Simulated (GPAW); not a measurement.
# PbF2 (Fluorocronite): G0W0 with GPAW, start to end

Wanted: ground state, empty states, screening and self-energy for PbF2 (Fluorocronite).

Method: PBE and many-body steps on it, plane waves, in GPAW 26.7.0.

The database entry behind the starting cell differs from later determinations by our own check (0.1 to 0.3 % short, probably kX units), so it need not match the best structure at ambient conditions.

### Step 1. Starting point

Symmetry: Fm-3m, No. 225, cubic system. The conventional cell has a = 5.927 Å, b = 5.927 Å, c = 5.927 Å, α = 90.00°, β = 90.00°, γ = 90.00°. Nearest to Pb lie 8 F at 2.57 Å. Nearest to F lie 4 Pb at 2.57 Å. Farther neighbours and most contacts between anions are not listed.

The cell and positions come from the Crystallography Open Database and are kept as given unless a step says otherwise. This is not the form that PbF2 usually takes at ambient conditions. Spin-orbit coupling is left out unless a step names it.

### Step 2. Ground state

This step: GPAW 26.7.0; DFT, PBE, plane waves, PAW.

The ground-state density comes first.

run.py

```python
import json
import numpy as np
from gpaw.mpi import world
from ase import Atoms
from gpaw import GPAW, PW, FermiDirac

atoms = Atoms(['Pb', 'F', 'F'],
    cell=[[0.0000000000, 2.9636600000, 2.9636600000],
      [2.9636600000, 0.0000000000, 2.9636600000],
      [2.9636600000, 2.9636600000, 0.0000000000]],
    scaled_positions=[[0.0000000000, 0.0000000000, 0.0000000000],
      [0.2500000000, 0.2500000000, 0.2500000000],
      [0.7500000000, 0.7500000000, 0.7500000000]],
    pbc=(True, True, True))
calc = GPAW(mode=PW(600),
    xc='PBE',
    kpts={'size': (8, 8, 8), 'gamma': True},
    occupations=FermiDirac(0.001),
    nbands=-7,
    convergence={'density': 1e-6, 'bands': -3},
    maxiter=100,
    txt='gs.txt')
atoms.calc = calc
res = {'energy': atoms.get_potential_energy()}
kpts = calc.get_ibz_k_points()
res['kpts'] = kpts
res['eigenvalues'] = [calc.get_eigenvalues(kpt=k) for k in range(len(kpts))]
res['n_electrons'] = calc.get_number_of_electrons()
calc.write('gs.gpw')

if world.rank == 0:
    with open('result.json', 'w') as f:
        json.dump(res, f, default=lambda x: x.tolist())
```

Started as:

```sh
$ mpirun -n 4 gpaw python run.py
```

The program printed:

```text
__  _  _
 | _ |_)|_||  |
 |__||  | ||/\| - 26.7.0

Input parameters:
  mode=PW(ecut=600.0),
  convergence={'density': 1e-06, 'bands': -3},
  kpts=MonkhorstPack(size=(8, 8, 8), gamma=True),
  maxiter=100,
  nbands=-7,
  occupations=Occupations(name='fermi-dirac', width=0.001, fixmagmom=False),
  xc=XC(name='PBE')
  [... matrices ...]
Diagonalizing LCAO Hamiltonian
Converting LCAO to pw mode

                     F

            F

       Pb

Atoms  # Å, Bohr magnetons
|   | symbol |        x |        y |        z |    initial magnetic moments |
| 0 |     Pb | 0.000000 | 0.000000 | 0.000000 | ( 0.0000,  0.0000,  0.0000) |
| 1 |      F | 1.481830 | 1.481830 | 1.481830 | ( 0.0000,  0.0000,  0.0000) |
| 2 |      F | 4.445490 | 4.445490 | 4.445490 | ( 0.0000,  0.0000,  0.0000) |

Unit cell  # Å
| periodic |        x |        y |        z |  lengths |    angles |
|      yes | 0.000000 | 2.963660 | 2.963660 | 4.191248 | 60.000000 |
|      yes | 2.963660 | 0.000000 | 2.963660 | 4.191248 | 60.000000 |
|      yes | 2.963660 | 2.963660 | 0.000000 | 4.191248 | 60.000000 |

Number of symmetries: 48
Symmetry operations  # r_c * U_cc + t_c -> r_c
|    | kind |            matrix            |
|  0 |  σ   |  1, 0, 0,  1, 0,-1,  1,-1, 0 |
|  1 |  C2  |  1, 0, 0,  1,-1, 0,  1, 0,-1 |
|  2 |  E   |  1, 0, 0,  0, 1, 0,  0, 0, 1 |
|  3 |  σ   |  1, 0, 0,  0, 0, 1,  0, 1, 0 |
|  4 |  C4  |  1, 0,-1,  1, 0, 0,  1,-1, 0 |
|  5 |  S6  |  1, 0,-1,  1,-1, 0,  1, 0, 0 |
|  6 |  σ   |  1, 0,-1,  0, 1,-1,  0, 0,-1 |
|  7 |  C3  |  1, 0,-1,  0, 0,-1,  0, 1,-1 |
|  8 |  S6  |  1,-1, 0,  1, 0, 0,  1, 0,-1 |
|  9 |  C4  |  1,-1, 0,  1, 0,-1,  1, 0, 0 |
| 10 |  C3  |  1,-1, 0,  0,-1, 1,  0,-1, 0 |
| 11 |  σ   |  1,-1, 0,  0,-1, 0,  0,-1, 1 |
| 12 |  σ   |  0, 1, 0,  1, 0, 0,  0, 0, 1 |
| 13 |  C4  |  0, 1, 0,  0, 1,-1, -1, 1, 0 |
| 14 |  C3  |  0, 1, 0,  0, 0, 1,  1, 0, 0 |
| 15 |  S6  |  0, 1, 0, -1, 1, 0,  0, 1,-1 |
| 16 |  C2  |  0, 1,-1,  1, 0,-1,  0, 0,-1 |
| 17 |  σ   |  0, 1,-1,  0, 1, 0, -1, 1, 0 |
| 18 |  S4  |  0, 1,-1,  0, 0,-1,  1, 0,-1 |
| 19 |  C4  |  0, 1,-1, -1, 1, 0,  0, 1, 0 |
| 20 |  C3  |  0, 0, 1,  1, 0, 0,  0, 1, 0 |
| 21 |  σ   |  0, 0, 1,  0, 1, 0,  1, 0, 0 |
| 22 |  S6  |  0, 0, 1,  0,-1, 1, -1, 0, 1 |
| 23 |  C4  |  0, 0, 1, -1, 0, 1,  0,-1, 1 |
| 24 |  S4  |  0, 0,-1,  1, 0,-1,  0, 1,-1 |
| 25 |  C3  |  0, 0,-1,  0, 1,-1,  1, 0,-1 |
| 26 |  C2  |  0, 0,-1,  0,-1, 0, -1, 0, 0 |
| 27 |  S6  |  0, 0,-1, -1, 0, 0,  0,-1, 0 |
| 28 |  S4  |  0,-1, 1,  1,-1, 0,  0,-1, 0 |
| 29 |  C4  |  0,-1, 1,  0, 0, 1, -1, 0, 1 |
| 30 |  C2  |  0,-1, 1,  0,-1, 0,  1,-1, 0 |
| 31 |  σ   |  0,-1, 1, -1, 0, 1,  0, 0, 1 |
| 32 |  C3  |  0,-1, 0,  1,-1, 0,  0,-1, 1 |
| 33 |  S6  |  0,-1, 0,  0, 0,-1, -1, 0, 0 |
| 34 |  S4  |  0,-1, 0,  0,-1, 1,  1,-1, 0 |
| 35 |  C2  |  0,-1, 0, -1, 0, 0,  0, 0,-1 |
| 36 |  C2  | -1, 1, 0,  0, 1, 0,  0, 1,-1 |
| 37 |  S6  | -1, 1, 0,  0, 1,-1,  0, 1, 0 |
| 38 |  S4  | -1, 1, 0, -1, 0, 1, -1, 0, 0 |
| 39 |  C3  | -1, 1, 0, -1, 0, 0, -1, 0, 1 |
| 40 |  S6  | -1, 0, 1,  0, 0, 1,  0,-1, 1 |
| 41 |  C2  | -1, 0, 1,  0,-1, 1,  0, 0, 1 |
| 42 |  C3  | -1, 0, 1, -1, 1, 0, -1, 0, 0 |
| 43 |  S4  | -1, 0, 1, -1, 0, 0, -1, 1, 0 |
| 44 |  C2  | -1, 0, 0,  0, 0,-1,  0,-1, 0 |
| 45 |  i   | -1, 0, 0,  0,-1, 0,  0, 0,-1 |
| 46 |  σ   | -1, 0, 0, -1, 1, 0, -1, 0, 1 |
| 47 |  C2  | -1, 0, 0, -1, 0, 1, -1, 1, 0 |

BZ-sampling:
  Number of BZ points: 512
  Number of IBZ points: 29

  Monkhorst-Pack size: [8, 8, 8]
  Monkhorst-Pack shift: [0.0625, 0.0625, 0.0625]

K-points  # in reciprocal-cell coordinates
|     |                                coordinates |     weight |
|   0 | (  0.00000000,   0.00000000,   0.00000000) | 0.00195312 |
|   1 | (  0.12500000,   0.12500000,   0.00000000) | 0.01171875 |
|   2 | (  0.12500000,   0.12500000,   0.12500000) | 0.01562500 |
|   3 | (  0.25000000,   0.12500000,   0.12500000) | 0.02343750 |
|   4 | (  0.25000000,   0.25000000,   0.00000000) | 0.01171875 |
|   5 | (  0.25000000,   0.25000000,   0.12500000) | 0.04687500 |
|   6 | (  0.25000000,   0.25000000,   0.25000000) | 0.01562500 |
|   7 | (  0.37500000,   0.25000000,  -0.37500000) | 0.04687500 |
|   8 | (  0.37500000,   0.25000000,   0.12500000) | 0.04687500 |
|   9 | (  0.37500000,   0.25000000,   0.25000000) | 0.04687500 |
| ... |                                            |            |
|  28 | (  0.50000000,   0.50000000,   0.50000000) | 0.00781250 |

Plane wave coefficients: 1807
Cutoff: 600.0 eV

Spin-components: 1 (collinear spins)
Bands:           21
Projectors:      16
Spin-degeneracy: 2
Datatype:        complex128

  Storage: CPU
  Wave functions: 17_607_408 bytes (4_401_852 per core)
  Projectors: 19_284_304 bytes (4_821_076 per core)
  [... matrices ...]
Parallelization:
  kpt:    4
  domain: 1
  band:   1

Density:
  Valence electrons: 28.0
  Components: 1
  Grid points: [24 24 24]
  Charge: 0.0  # |e|

Potential:
  Grid points: [24 24 24]

species:
  Pb:
    name:    Lead
    Z:       82.0
    valence: 14
    core:    68
    charge:  0.0  # [|e|]
    compensation charges:
      type: gauss
      rc: 0.38  # [Å]
      lmax: 2
    cutoffs:
      filter: 2.36  # [Å]
      core: 2.43  # [Å]
    projectors
    | kind |    occ | energy [eV] | rcut [Å] |
    |   6s |  2.000 |     -11.969 |    1.259 |
    |   6p |  2.000 |      -3.506 |    1.275 |
    |   5d | 10.000 |     -21.211 |    1.217 |
    |    s |        |      15.243 |    1.259 |
    |    p |        |      23.705 |    1.275 |
    |    d |        |       6.001 |    1.217 |

    Using partial waves for Pb as LCAO basis

  F:
    name:    Fluorine
    Z:       9.0
    valence: 7
    core:    2
    charge:  0.0  # [|e|]
    compensation charges:
      type: gauss
      rc: 0.20  # [Å]
      lmax: 2
    cutoffs:
      filter: 1.14  # [Å]
      core: 0.74  # [Å]
    projectors
    | kind |    occ | energy [eV] | rcut [Å] |
    |   2s |  2.000 |     -29.898 |    0.635 |
    |   2p |  5.000 |     -11.110 |    0.635 |
    |    s |        |      -2.687 |    0.635 |
    |    p |        |      16.102 |    0.635 |
    |    d |        |       0.000 |    0.635 |

    Using partial waves for F as LCAO basis

Reference energy: -572702.624935  # eV

eigensolver:
  PPCG
  Converge bands: -3
  niter=2

density mixing:
  MSR1-Mixer
  Pratt-step length: 0.05
  Maximum mixing coefficient: 0.75
  Old densities: 10
  SVD Regularization: 0.005
  Good broyden scale: 1.0
  Trust region scale: 1.0
  Backstep threshold: 4.0
  History deletion threshold: 6.0
  Fourier metric: weight=20.0, sigma=0.015

occupation numbers:
  Fermi-Dirac:
    width: 0.0010  # eV

poisson solver:
  ecut: 4800.0  # eV

xc functional:
  name: PBE with 2 nearest neighbor stencil

Initialization done in: 0.994 s

convergence criteria:
- Maximum integral of absolute [dens]ity change: 1e-06 electrons / valence electron
- Maximum [total energy] change in last 3 cyles: 0.0005 eV / valence electron
- Maximum integral of absolute [eigenst]ate change: 4e-08 eV^2 / valence electron
maximum number of iterations: 100

SCF iterations
|iter     |     time |      energy | eigst |  dens |
|iter:   1|  |  -16.043650 | +1.67 |       |
|iter:   2|  |  -15.589287 | +0.23 | -1.08 |
|iter:   3|  |  -14.382111 | -0.37 | -1.13 |
|iter:   4|  |  -14.376667 | -2.74 | -1.57 |
|iter:   5|  |  -14.378840c| -3.14 | -1.83 |
|iter:   6|  |  -14.378988c| -4.70 | -2.83 |
|iter:   7|  |  -14.379042c| -5.33 | -3.17 |
|iter:   8|  |  -14.379042c| -6.96 | -4.53 |
|iter:   9|  |  -14.379042c| -8.13c| -4.95 |
|iter:  10|  |  -14.379042c| -7.69c| -5.59 |
|iter:  11|  |  -14.379042c| -8.81c| -6.52c|

Converged in 11 steps
SCF loop duration: 4.530 s (0.412 s/step)
Energy contributions relative to reference atoms: (reference = -572702.624935)
  [... matrices ...]
Energy contributions:
  Kinetic:          30.246773
  Coulomb:         -30.425525
  Zero:              0.311903
  External:          0.000000
  Xc:              -14.512194
  Entropy:          -0.000000
  Spinorbit:         0.000000
  ----------------------------
  Free energy:     -14.379042
  Extrapolated:    -14.379042

dipole moment: (-25.053936, -25.053936, -25.053936)  # |e|*Ang

Fermi level: 4.181
Eigenvalues  # (at kpt = [0.000, 0.000, 0.000])
| band index |      eig [eV] | occ [0-2] |
|          0 |       -18.597 |     2.000 |
|        ... |               |           |
|          6 |       -11.843 |     2.000 |
|          7 |        -2.047 |     2.000 |
|          8 |         0.041 |     2.000 |
|          9 |         0.041 |     2.000 |
|         10 |         0.041 |     2.000 |
|         11 |         0.535 |     2.000 |
|         12 |         0.535 |     2.000 |
|         13 |         0.535 |     2.000 |
|         14 |         9.267 |     0.000 |
|         15 |         9.267 |     0.000 |
|         16 |         9.267 |     0.000 |
|         17 |        13.210 |     0.000 |
|         18 |        17.660 |     0.000 |
|         19 |        17.660 |     0.000 |
|         20 |        20.065 |     0.000 |

Gap: 4.345 eV
Transition (v -> c):
  (s=0, k=16, n=13, [0.50, 0.25, -0.25]) -> (s=0, k=24, n=14, [0.50, 0.50, 0.00])
Direct/indirect transitions are different
Direct gap: 4.491 eV
Transition at: (s=0, k=24, n=13, [0.50, 0.50, 0.00])
# Writing to gs.gpw (mode='')
  [... matrices ...]
```

Elapsed: 6.8 s, on 4 MPI ranks of Arm Neoverse V2, shared host; peak memory 0.76 GiB.

This step gave:

| Quantity | Value |
| --- | --- |
| total energy | -14.38 eV |
| gap | 4.345 eV |
| k of the valence top | 0.5, 0.25, -0.25 |
| k of the conduction bottom | 0.5, 0.5, 0 |
| least direct gap | 4.491 eV |

The gap is indirect, with the least direct gap 0.15 eV higher.

### Step 3. Empty states on the mesh, 4×4×4 mesh, 344 bands

The sums over transitions need many empty states on a uniform mesh; this step solves for them.

run.py

```python
import json
import numpy as np
from gpaw.mpi import world
from gpaw import GPAW

calc = GPAW('gs.gpw').fixed_density(kpts={'size': (4, 4, 4), 'gamma': True},
    parallel={'domain': 1, 'band': 1},
    txt='nscf.txt')
calc.diagonalize_full_hamiltonian(nbands=344)
calc.write('full.gpw', mode='all')
res = {}
kpts = calc.get_ibz_k_points()
res['kpts'] = kpts
res['eigenvalues'] = [calc.get_eigenvalues(kpt=k) for k in range(len(kpts))]
res['n_electrons'] = calc.get_number_of_electrons()

if world.rank == 0:
    with open('result.json', 'w') as f:
        json.dump(res, f, default=lambda x: x.tolist())
```

Started as:

```sh
$ mpirun -n 4 gpaw python run.py
```

The program printed:

```text
Diagonalizing LCAO Hamiltonian
Converting LCAO to pw mode
convergence criteria:
- Maximum integral of absolute [eigenst]ate change: 4e-08 eV^2 / valence electron
maximum number of iterations: 100

SCF iterations
|iter     |     time |      energy | eigst |  dens |
|iter:   1|  |             | +1.70 |       |
|iter:   2|  |             | +0.65 |       |
|iter:   3|  |             | -1.25 |       |
[...]
|iter:   7|  |             | -6.18 |       |
|iter:   8|  |             | -7.27 |       |
|iter:   9|  |             | -7.82c|       |
SCF steps: 9
  __  _  _
 | _ |_)|_||  |
 |__||  | ||/\| - 26.7.0

Input parameters:
  mode=PW(ecut=600.0),
  convergence={'density': 1e-06, 'bands': -3},
  gpts=array([24, 24, 24]),
  kpts=MonkhorstPack(size=(4, 4, 4), gamma=True),
  maxiter=100,
  nbands=21,
  occupations=Occupations(name='fermi-dirac', width=0.001, fixmagmom=False),
  parallel={'domain': 1, 'band': 1},
  xc=XC(name='PBE')
Matrix size: 1807x1807
# Writing to full.gpw (mode='all')
  [... matrices ...]

timing:  # [seconds]
  Total: 9.772  # ━━━━━━━━━━━━━━━━━━━━━━━━━━━━━━━━━━━━━━━━━━━━━━━━━━━━━━━━━━━
```

The job ended after 13 s (4 MPI ranks; peak memory 1.7 GiB).

Numbers from this step:

| Property | Result |
| --- | --- |
| gap | 4.345 eV |
| k of the valence top | 0.5, 0.25, -0.25 |
| k of the conduction bottom | 0.5, 0.5, 0 |
| least direct gap | 4.491 eV |
| k points computed | 8 |
| lowest point of the top converged band, above the valence top | 191.2408 eV |

On this mesh the gap is 4.345 eV.

(Continued in part 2 of 2.)

[Paths, hosts, dates, memory and timing lines, banners, echoed tables and standing remarks are left out of the program output.]

[Logs are printed without paths, hosts, clocks, repeated set-up lines and the standing remarks that a program may print on its own settings, such as how far it seeks lower states.]

[Runs of the session that timed out or met a known fault of the program may be left out.]

[Hosts, paths, dates, database ids (printed as entryN), source tags and the programs' standing remarks are cut or masked in the printed files.]
